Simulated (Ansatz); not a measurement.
# From PBE to G0W0: WS2 (Tungstenite), part 2 of 2

Aim: the quasiparticle gap of WS2 (Tungstenite), starting from PBE.

Ansatz 0.2.0; PBE, then G0W0 on it, plane waves, PAW. Known limits of the many-body steps: finite bands, screening cutoff and k mesh; no spin-orbit coupling in G0W0.

So far. Step 2 (The PBE band structure): Over mesh and path the gap is 0.976 eV, from k = Γ to k = (0.167, 0.167, 0.000). The least direct gap found is 1.839 eV, at k = (0.333, 0.333, 0.000). The pressure in this cell is 4 GPa; the cell is kept.

In doubt: masses and optical values from hybrid runs of this build are listed as unsure (in some of the runs), which bears on the screening that GW takes from such a start.

## 3. The quasiparticle correction

G0W0 replaces the xc potential by a self-energy built once from the orbitals of the start. Levels are corrected in the window of bands that the input names, at points of the mesh.

This step: G0W0 on PBE, plane waves, PAW.

The input, input.yaml:

```yaml
crystal:
  lattice:
    - [3.1532, 0.0, 0.0]
    - [-1.5766, 2.7307513032, 0.0]
    - [0.0, 0.0, 12.323]
  atoms:
    - { symbol: W, position: [0.3333333333, 0.6666666667, 0.25] }
    - { symbol: W, position: [0.6666666667, 0.3333333333, 0.75] }
    - { symbol: S, position: [0.3333333333, 0.6666666667, 0.6225] }
    - { symbol: S, position: [0.6666666667, 0.3333333333, 0.1225] }
    - { symbol: S, position: [0.3333333333, 0.6666666667, 0.8775] }
    - { symbol: S, position: [0.6666666667, 0.3333333333, 0.3775] }
kpoints:
  mp_grid: { grid: [6, 6, 2] }
hamiltonian:
  xc: pbe
scf:
  occupations: { method: fixed }
gw:
  n_empty_bands: 681
  ecut_chi: 200.0
  qp_bands: [v2, c2]
  qp_kpoints: band_edges
  screening: { model: contour_deformation }
```

Launch:

```sh
$ ansatz run input.yaml --threads 2 --pin off --max-ram 92160MiB --backend cuda --events-out ev --progress --plain --runs-dir out --devices 1 --max-vram 13GiB  # rebuilt from the run's record
```

Numbers of over 12 decimals in the logs are rounded to 6 here.

The log of the run:

```text
GPUs: using 1 of 1 available (devices: 1).
[...]
GPU FFT provider: cuFFT
GPU libraries: cuBLAS 13.8.2, cuFFT 12.4.0, cuSOLVER 12.3.4
Crystal: 6 atoms, lattice volume = 106.108 Å³
Basis set: ecut = 420 eV, 2057 PW (Γ)
Bands: 32, of which v1, the nominal top of the filled ones, is band 26 counted from 1 (25 counted from 0)
Symmetry: 24 space group operations
[...]
k-points: 14 of 72
[...]
GPU buffer pool allocated for 51840 grid points (all kernels)
[...]
SCF iter   1: F=—  HF=-24382.730793 eV  |F-HF|=—  |Δ(HF+E_count)|=         —  Δρ=5.24e-3  dr2=1.40e-2  ethr=1.77e-3  ⟨swp⟩=5.0  Hψ=1824  notcnv=0  defer=34
[...]
SCF iter   6: F=-24382.740073 eV  HF=-24382.740073 eV  |F-HF|=3.11e-8  |Δ(HF+E_count)|=   2.32e-7  Δρ=5.46e-6  dr2=4.66e-8  ethr=1.92e-10  ⟨swp⟩=6.0  Hψ=1449  notcnv=0
SCF 1 converged in 6 iterations: F = -24382.740073 eV  dr2 = 4.66e-8
[...]
NSCF: frozen V_eff on 14 k-points, pencils in batches of 32, up to order 128
the band table was solved once the SCF had ended and its energy, with any forces and stress, was formed, with the checks that follow a solve (1818 applications of the Hamiltonian). They found nothing against the state; the energy, forces and stress were not computed again (output.eigenvalues in the input reference)
[...]
NSCF: frozen V_eff on 14 k-points
G₀W₀ screening: q 1/14
[... further progress lines ...]
SCF converged after 6 iterations
Free energy (F): -24382.740073 eV
[...]
Internal energy: -24382.740073 eV  (E = F + TS)
E sigma→0 (E₀):  -24382.740073 eV
Fermi energy:    11.772355 eV
[...]
--- Band table (eV; the first three rows and the last of 14) ---
  k-point 0: bands = [... 22 lower, 9.5825, 10.2596, 10.5463, 11.7724, 14.0831, 14.0831, 14.0936, 14.0936, ... 2 higher]
  k-point 1: bands = [... 22 lower, 9.5557, 9.5557, 11.4543, 11.4543, 14.0758, 14.0758, 14.0758, 14.0758, ... 2 higher]
  k-point 2: bands = [... 22 lower, 9.4496, 10.3110, 10.5109, 10.9318, 13.3421, 13.7797, 13.9391, 14.0159, ... 2 higher]
  k-point 13: bands = [... 22 lower, 8.6637, 8.6637, 11.1204, 11.1204, 13.0734, 13.0734, 14.3557, 14.3557, ... 2 higher]
--- G₀W₀: contour deformation, 8 samples at zero and on the imaginary axis and 1 off it, 72 q-points, 681 empty bands' worth ---
  eigenvalues of the whole cell's RPA ε∞ on this k-mesh (on a slab, of 1 + 4πα/V) = 5.9173, 13.8947, 13.8947; static W/v taken at q = 0 is 0.075256
  bands read: the sum over 707 bands ends inside a degenerate multiplet in 7 slots, whose members it reads at an even weight; the widest, k=1: bands 707 to 708 (counted from 1) at 1/2 each
  gw.qp_kpoints: band_edges: 10 of 14 stored k-points solved, in 1 pass; an edge of the gap read off the rows below is read off those points alone
    valence top: of the k-points left out ik 6 came nearest to being solved in a further pass, in band 26 (counted from 1, as in the quasiparticle table): it holds the edge there only if its correction is more favourable than any solved in that band by at least 1.526 eV; those differ by 0.052 eV
    conduction bottom: of the k-points left out ik 4 came nearest to being solved in a further pass, in band 27 (counted from 1, as in the quasiparticle table): it holds the edge there only if its correction is more favourable than any solved in that band by at least 0.685 eV; those differ by 0.140 eV
    ik  band        ε_KS         Σx   Σc(E_QP)       V_xc       Z   E_QP_lin       E_QP  E_QP is
     0    25     10.5463   -18.2760     0.8825   -16.9847  0.7495    10.1345    10.1374  root
     0    26     11.7724   -19.4998     0.3217   -18.8127  0.7549    11.4057    11.4070  root
     0    27     14.0831   -13.7635    -4.4676   -18.4151  0.7571    14.2677    14.2671  root
     0    28     14.0831   -13.7635    -4.4676   -18.4151  0.7571    14.2677    14.2671  root
     1    25     11.4543   -19.2051     0.5926   -18.2106  0.7554    11.0506    11.0524  root
     1    26     11.4543   -19.2051     0.5926   -18.2106  0.7554    11.0506    11.0524  root
     1    27     14.0758   -13.7199    -4.4439   -18.3391  0.7564    14.2516    14.2512  root
     1    28     14.0758   -13.7199    -4.4439   -18.3391  0.7564    14.2516    14.2512  root
     2    25     10.5109   -18.8641     0.9561   -17.5097  0.7490    10.1100    10.1126  root
     2    26     10.9318   -19.1836     0.7492   -18.0464  0.7529    10.5418    10.5438  root
     2    27     13.3421   -13.3133    -4.1148   -17.4887  0.7588    13.4028    13.4027  root
     2    28     13.7797   -14.0801    -4.1933   -18.3749  0.7492    13.8814    13.8812  root
     3    25     10.8665   -19.2205     0.8664   -17.9488  0.7525    10.4590    10.4613  root
     3    26     10.8665   -19.2205     0.8664   -17.9488  0.7525    10.4590    10.4613  root
     3    27     13.6277   -13.6594    -4.2480   -17.9950  0.7554    13.7154    13.7152  root
     3    28     13.6277   -13.6594    -4.2480   -17.9950  0.7554    13.7154    13.7152  root
     8    25     10.2360   -19.5561     1.1438   -18.0073  0.7469     9.8280     9.8309  root
     8    26     10.2628   -19.5826     1.1146   -18.0750  0.7463     9.8670     9.8698  root
     8    27     12.7498   -12.9892    -3.8908   -16.9238  0.7666    12.7936    12.7936  root
     8    28     13.6040   -14.1940    -4.3576   -18.6731  0.7522    13.7258    13.7256  root
     9    25     10.2547   -19.5773     1.1268   -18.0510  0.7466     9.8524     9.8552  root
     9    26     10.2547   -19.5773     1.1268   -18.0510  0.7466     9.8524     9.8552  root
     9    27     13.1497   -13.5351    -4.0908   -17.7065  0.7620    13.2303    13.2302  root
     9    28     13.1497   -13.5351    -4.0908   -17.7065  0.7620    13.2303    13.2302  root
    10    25     10.4273   -18.6747     0.9838   -17.2638  0.7541     9.9972    10.0001  root
    10    26     10.6023   -19.1375     0.8938   -17.8364  0.7541    10.1926    10.1950  root
    10    27     13.4542   -14.4038    -4.2413   -18.7241  0.7554    13.5332    13.5330  root
    10    28     14.0033   -15.7879    -4.4954   -20.3890  0.7408    14.1092    14.1090  root
    11    25     10.5261   -18.9505     0.9406   -17.5930  0.7541    10.1066    10.1092  root
    11    26     10.5261   -18.9505     0.9406   -17.5930  0.7541    10.1066    10.1092  root
    11    27     13.6964   -14.7310    -4.3326   -19.1515  0.7513    13.7844    13.7843  root
    11    28     13.6964   -14.7310    -4.3326   -19.1515  0.7513    13.7844    13.7843  root
    12    25     11.0286   -18.6732     0.4535   -17.8364  0.7583    10.6436    10.6453  root
    12    26     11.2359   -19.1662     0.3526   -18.4487  0.7580    10.8695    10.8709  root
    12    27     13.0733   -15.7447    -4.0670   -19.9202  0.7556    13.1820    13.1818  root
    12    28     13.0733   -15.7447    -4.0670   -19.9202  0.7556    13.1820    13.1818  root
    13    25     11.1204   -18.8566     0.4001   -18.0821  0.7583    10.7444    10.7460  root
    13    26     11.1204   -18.8566     0.4001   -18.0821  0.7583    10.7444    10.7460  root
    13    27     13.0734   -15.7503    -4.0670   -19.9259  0.7555    13.1822    13.1820  root
    13    28     13.0734   -15.7503    -4.0670   -19.9259  0.7555    13.1822    13.1820  root
```

It took 30 s on 1 × NVIDIA H100 80GB HBM3 (shared by 6 runs) with 2 threads of AMD EPYC 7R13 (Zen 3), shared host; peak memory 2.6 GiB.

This step gave:

* bands summed: 707
* RPA ε∞ on this mesh (eigenvalues): 5.917, 13.89, 13.89
* plane waves in the screening matrix: 689
* q-points in the mesh: 72
* G0W0 gap over the corrected points: 1.387 eV
* k of the valence top: 0, 0, 0
* k of the conduction bottom: 0.1667, 0.1667, 0
* starting gap on the mesh: 0.9775 eV
* Z at the valence top: 0.7549
* Z at the conduction bottom: 0.7666
* least direct G0W0 gap over the corrected points: 2.311 eV

Over 10 of 14 irreducible mesh points the G0W0 gap is 1.387 eV, from k = Γ to k = (0.167, 0.167, 0.000). The PBE gap of this run on the mesh is 0.977 eV. The two states that bound the G0W0 gap lie that far apart at the start, so the correction of the gap is 1.387 − 0.977 = +0.410 eV. The start of this run differs from the step before in mesh (12×12×2 and 6×6×2).

Labels follow the order of the start: v1 is the top filled band, c1 the lowest empty one; levels that stay degenerate share a row, the window can cut a multiplet, doubted levels are not marked in this list, bands outside the window were not corrected, and the list may be a part of the corrected levels. Levels before and after the correction, in eV, zero at the valence-band top of each column:

```
           conduction bottom  valence top
Kohn-Sham               0.98         0.00
     G0W0               1.39         0.00
```

```
                        level  occupation  energy (eV)
Kohn-Sham                Γ v2           2       -1.226
Kohn-Sham                Γ v1           2        0.000
Kohn-Sham             Γ c1-c2           0        2.311
Kohn-Sham  (0.167 0.167 0) v2           2       -1.536
Kohn-Sham  (0.167 0.167 0) v1           2       -1.510
Kohn-Sham  (0.167 0.167 0) c1           0        0.977
Kohn-Sham  (0.167 0.167 0) c2           0        1.832
     G0W0                Γ v2           2       -1.270
     G0W0                Γ v1           2        0.000
     G0W0             Γ c1-c2           0        2.860
     G0W0  (0.167 0.167 0) v2           2       -1.576
     G0W0  (0.167 0.167 0) v1           2       -1.537
     G0W0  (0.167 0.167 0) c1           0        1.387
     G0W0  (0.167 0.167 0) c2           0        2.319
```

The parts of the quasiparticle energy for the two states that bound the G0W0 gap, in eV on the run's own scale (QP = start + Σx + Σc − Vxc, with Σc at the quasiparticle energy):

```
             edge                      k  band   start       Σx      Σc      Vxc      Z      QP
      valence top                      Γ    26  11.772  −19.500   0.322  −18.813  0.755  11.407
conduction bottom  (0.167, 0.167, 0.000)    27  12.750  −12.989  −3.891  −16.924  0.767  12.794
```

## 4. Spin-orbit coupling

This run has two-component orbitals with spin-orbit coupling.

This step: DFT, PBE with spin-orbit coupling, plane waves, PAW.

input.yaml, the sections that differ from step 3:

```yaml
kpoints:
  mp_grid: { grid: [12, 12, 2] }
  band_path:
    path:
      - [0.0, 0.0, 0.0]
      - [0.5, 0.0, 0.0]
      - [0.33333333, 0.33333333, 0.0]
      - [0.0, 0.0, 0.5]
      - [0.5, 0.0, 0.5]
      - [0.33333333, 0.33333333, 0.5]
      - [0.1666666667, 0.1666666667, 0.0]
    npoints: 1
scf:
  occupations: { method: fermi_dirac, width: 0.02 }
  n_extra_bands: 12
magnetization:
  noncollinear: true
  spin_orbit: true
output:
  eigenvalues: true
  forces: true
  stress: true
  write_density: true
  write_potential: true
  elf: true
  volumetric_format: npy
# crystal, hamiltonian: as in step 3
# gw: removed
```

The log of the run:

```text
[...]
GPUs: using 1 of 1 available (devices: 1).
[...]
non-collinear run that drives no moment, with spin-orbit: no starting moment large enough to seed its density (crystal.atoms[].spin), no starting occupations that ask for one, no magnetisation constraint and no magnetic field, so the semilocal B_xc is pinned to zero
[...]
GPU FFT provider: cuFFT
GPU libraries: cuBLAS 13.8.2, cuFFT 12.4.0, cuSOLVER 12.3.4
Crystal: 6 atoms, lattice volume = 106.108 Å³
Basis set: ecut = 420 eV, 2057 PW (Γ), exchange–correlation on 48×48×180 points (8 copies of the dense FFT grid, shifted against one another)
Bands: 64, of which v1, the nominal top of the filled ones, is band 52 counted from 1 (51 counted from 0)
Symmetry: 24 space group operations + 24 with time reversal
[...]
k-points: 38 of 288
Projection manifold: j_resolved (fully-relativistic pseudo-atomic orbitals)
[...]
GPU buffer pool allocated for 51840 grid points (all kernels)
[...]
SCF iter   1: F=—  HF=-24432.762339 eV  |F-HF|=—  |Δ(HF+E_count)|=         —  Δρ=4.13e-2  dr2=2.97e0  dr2_m=0.00e0 (ungated)  ethr=3.10e-3  |M|=0.00e0 ∫|m|=0.00e0 μB  |m|>n=0.0e0 m-floor=0.0e0 τ_xc=0.0e0  β_m=0.30  ⟨swp⟩=6.3  Hψ=5888  notcnv=0  defer=2
[...]
spin=Noncollinear: Resta preconditioning applied to the charge; magnetization (m_x, m_y, m_z) channels mix plain (no charge-response kernel on spin).
[...]
Absolute magnetization: 0.0000 μB (∫|m|)
  site 0: m = (+0.0000, +0.0000, +0.0000) μB, |m| = 0.0000 μB  (R = 0.99 Å)
  site 1: m = (+0.0000, +0.0000, +0.0000) μB, |m| = 0.0000 μB  (R = 0.99 Å)
  site 2: m = (+0.0000, +0.0000, +0.0000) μB, |m| = 0.0000 μB  (R = 0.99 Å)
  site 3: m = (+0.0000, +0.0000, +0.0000) μB, |m| = 0.0000 μB  (R = 0.99 Å)
  site 4: m = (+0.0000, +0.0000, +0.0000) μB, |m| = 0.0000 μB  (R = 0.99 Å)
  site 5: m = (+0.0000, +0.0000, +0.0000) μB, |m| = 0.0000 μB  (R = 0.99 Å)
Free energy (F): -24431.956395 eV
[...]
Internal energy: -24431.956395 eV  (E = F + TS)
E sigma→0 (E₀):  -24431.956395 eV
Fermi energy:    12.241800 eV
[...]
--- Forces (eV/Å), atoms counted from 1 ---
  atom   1  W     -0.00000000    -0.00000000    -0.00000000
  atom   2  W     -0.00000000     0.00000000     0.00000000
  atom   3  S      0.00000000    -0.00000000    -0.10897502
  atom   4  S      0.00000000     0.00000000    -0.10897502
  atom   5  S     -0.00000000    -0.00000000     0.10897502
  atom   6  S      0.00000000     0.00000000     0.10897502
  max |Σ_I F_I| component: 2.31e-17 eV/Å
--- Stress (GPa, compression-positive) ---
        4.290646       0.000000      -0.000000
        0.000000       4.290646       0.000000
       -0.000000       0.000000       4.306380
  P = ⅓ Tr σ = 4.2959 GPa (42.959 kbar)
--- Band table (eV; the first three rows and the last of 38) ---
  k-point 0: bands = [... 48 lower, 10.5909, 10.5909, 11.7943, 11.7943, 13.9806, 13.9806, 14.0025, 14.0025, ... 8 higher]
  k-point 1: bands = [... 48 lower, 11.4755, 11.4755, 11.4755, 11.4755, 14.0076, 14.0076, 14.0076, 14.0076, ... 8 higher]
  k-point 2: bands = [... 48 lower, 10.6038, 10.6038, 11.5672, 11.5672, 13.8480, 13.8480, 13.8867, 13.8867, ... 8 higher]
  k-point 37: bands = [... 48 lower, 10.9200, 10.9200, 11.3341, 11.3341, 13.0321, 13.0321, 13.0681, 13.0681, ... 8 higher]
[key lines of the parts left out:]
SCF converged after 9 iterations
Magnetization: |M| = 0.0000 μB,  M = (+0.0000, +0.0000, +0.0000) μB
```

The job ended after 12 s (1 × NVIDIA H100 80GB HBM3 (shared by 6 runs) with 2 threads; peak memory 1.2 GiB).

Numbers from this step:

| Quantity | Value |
| --- | --- |
| pressure | 4.296 GPa |
| gap | 0.9308 eV |
| valence top at | Γ |
| conduction bottom at | k = (0.167, 0.167, 0.000) |
| least direct gap | 1.648 eV |

Over mesh and listed points the gap is 0.931 eV, from k = Γ to k = (0.167, 0.167, 0.000). The least direct gap found is 1.648 eV, at k = (0.333, 0.333, 0.000). The pressure in this cell is 4 GPa; the cell is kept. PBE+SOC against PBE: 0.931 − 0.976 = −0.045 eV, with the same mesh, set of files (read in its fully relativistic form for the spin-orbit run) and cutoff, and both edges at the same k points. The spin-orbit run sees mesh and listed points alone, so its gap is an upper bound: the coupling can move an edge off these points, and the change over the zone, its sign included where it is small, is not known.

## 5. The runs together

Each gap is the least one over the points named; times are wall times on shared hosts, not benchmarks. A G0W0 time includes the run's own self-consistent start. Runs with listed points see these and the mesh alone, so an edge that moves elsewhere is missed. Rows marked * are further runs, not shown as steps, whose inputs differ from the G0W0 step on the same start in the columns given; solver thresholds can differ too.

| level | mesh | files, cutoff | bands summed, screening | points | gap (eV) | valence top | conduction bottom | least direct gap (eV) | time |
| --- | --- | --- | --- | --- | --- | --- | --- | --- | --- |
| PBE | 12×12×2 | soft_2 PAW, 420 eV | - | mesh and path | 0.976 | Γ | (0.167, 0.167, 0.000) | 1.839 | 6.5 s |
| PBE+SOC | 12×12×2 | soft_2 PAW, 420 eV | - | mesh and listed points | 0.931 | Γ | (0.167, 0.167, 0.000) | 1.648 | 12 s |
| G0W0@PBE* | 6×6×2 | soft_2 PAW, 420 eV | 137, 60 eV | 10 of 14 irreducible mesh points | 1.272 | Γ | (0.167, 0.167, 0.000) | 2.338 | 9.2 s |
| G0W0@PBE* | 6×6×2 | soft_2 PAW, 420 eV | 342, 120 eV | 10 of 14 irreducible mesh points | 1.349 | Γ | (0.167, 0.167, 0.000) | 2.318 | 15 s |
| G0W0@PBE | 6×6×2 | soft_2 PAW, 420 eV | 707, 200 eV | 10 of 14 irreducible mesh points | 1.387 | Γ | (0.167, 0.167, 0.000) | 2.311 | 30 s |
| G0W0@PBE* | 6×6×2 | soft_2 PAW, 420 eV | 342, 120 eV, plasmon pole | 10 of 14 irreducible mesh points | 1.355 | Γ | (0.167, 0.167, 0.000) | 2.371 | 31 s |

## 6. What came out

| Property | Result |
| --- | --- |
| PBE gap over mesh and path | 0.976 eV, from k = Γ to k = (0.167, 0.167, 0.000) |
| G0W0@PBE gap over 10 of 14 irreducible mesh points | 1.387 eV, from k = Γ to k = (0.167, 0.167, 0.000) |
| PBE+SOC gap over mesh and listed points | 0.931 eV |
| estimated limit in bands and cutoff, on this mesh | 1.423 eV |
| GW settings | 6×6×2 mesh, 681 empty bands, screening to 200 eV |
| known limits | finite bands, screening cutoff and k mesh; no spin-orbit coupling in G0W0 |

In words: Over 10 of 14 irreducible mesh points the G0W0 gap is 1.387 eV, from k = Γ to k = (0.167, 0.167, 0.000). The PBE gap of this run on the mesh is 0.977 eV. The two states that bound the G0W0 gap lie that far apart at the start, so the correction of the gap is 1.387 − 0.977 = +0.410 eV. The valence state moves by 11.407 − 11.772 = −0.365 eV and the conduction state by 12.794 − 12.750 = +0.044 eV, on the run's own scale; with 137 bands the edge states move by +0.279 and +0.573 eV, so the split between the edges depends on the bands and cutoff. Both edges that PBE shows over mesh and path lie at k points where levels were corrected. Levels at other points were not corrected, so a lower G0W0 gap elsewhere in the zone is not ruled out. From 137 bands and 60 eV to 707 bands and 200 eV the gap moves by 1.387 − 1.272 = +0.115 eV (rung by rung 1.272, 1.349, 1.387 eV); bands and screening cutoff rise together, so their parts are not told apart. A line in one over the bands through the two highest rungs gives 1.387 + (1.387 − 1.349) × 342 / (707 − 342) = 1.423 eV, and through the pair below 1.349 + (1.349 − 1.272) × 137 / (342 − 137) = 1.400 eV. The two agree within 0.03 eV and the same two states bound the gap in each rung, so 1.423 eV is taken as an estimate of the limit on this mesh. With the plasmon pole model in place of the contour deformation model and all else as in the G0W0@PBE row with 342 bands, the gap differs by 1.355 − 1.349 = +0.006 eV. G0W0 on other starts in this series, not shown as steps and not all at these settings: 1.419 eV on r2SCAN (6×6×2, soft_2 PAW, 342 bands, 120 eV) and 1.551 eV on HSE06 (6×6×2, soft_2 PAW, 342 bands, 120 eV). PBE+SOC against PBE: 0.931 − 0.976 = −0.045 eV, with the same mesh, set of files (read in its fully relativistic form for the spin-orbit run) and cutoff, and both edges at the same k points. The spin-orbit run sees mesh and listed points alone, so its gap is an upper bound: the coupling can move an edge off these points, and the change over the zone, its sign included where it is small, is not known. What spin-orbit coupling does to the G0W0 levels was not computed, so no sum with the G0W0 gap is formed. The G0W0 runs are scalar-relativistic. No pair of G0W0 runs that differ in the mesh alone is shown (6×6×2 is a supercell whose nearest images lie 19 Å apart), so the error from the mesh is not known here. G0W0@PBE runs of this series with other atomic data on the same mesh, not shown as steps, give 1.348 eV (hard PAW, 760 eV, 356 bands, screening to 120 eV; the table's row with the same empty bands and screening cutoff has 1.349 eV); where bands and cutoffs differ too, the part of the files is not isolated.

[Paths, hosts, dates, memory and timing lines, banners, echoed tables and standing remarks are left out of the program output.]

[Logs are printed without paths, hosts, clocks, repeated set-up lines and the standing remarks that a program may print on its own settings, such as how far it seeks lower states.]

[Runs of the session that timed out or met a known fault of the program may be left out.]

[Cells called generated may have been cut or substituted from an entry of the Crystallography Open Database or the Materials Project.]

[Hosts, paths, dates, database ids (printed as entryN), source tags and the programs' standing remarks are cut or masked in the printed files.]

[Where an RPA ε∞ is given, it is that of the G0W0 mesh and is not shown converged in it. Names of k-points follow the symmetry that the program found, which can be lower than the space group named. Band edges on a path are those of the sampled points; other points can move an edge, and change direct to indirect where valleys lie close.]

[Hybrid gaps are those of their k-mesh and are not shown converged in it.]
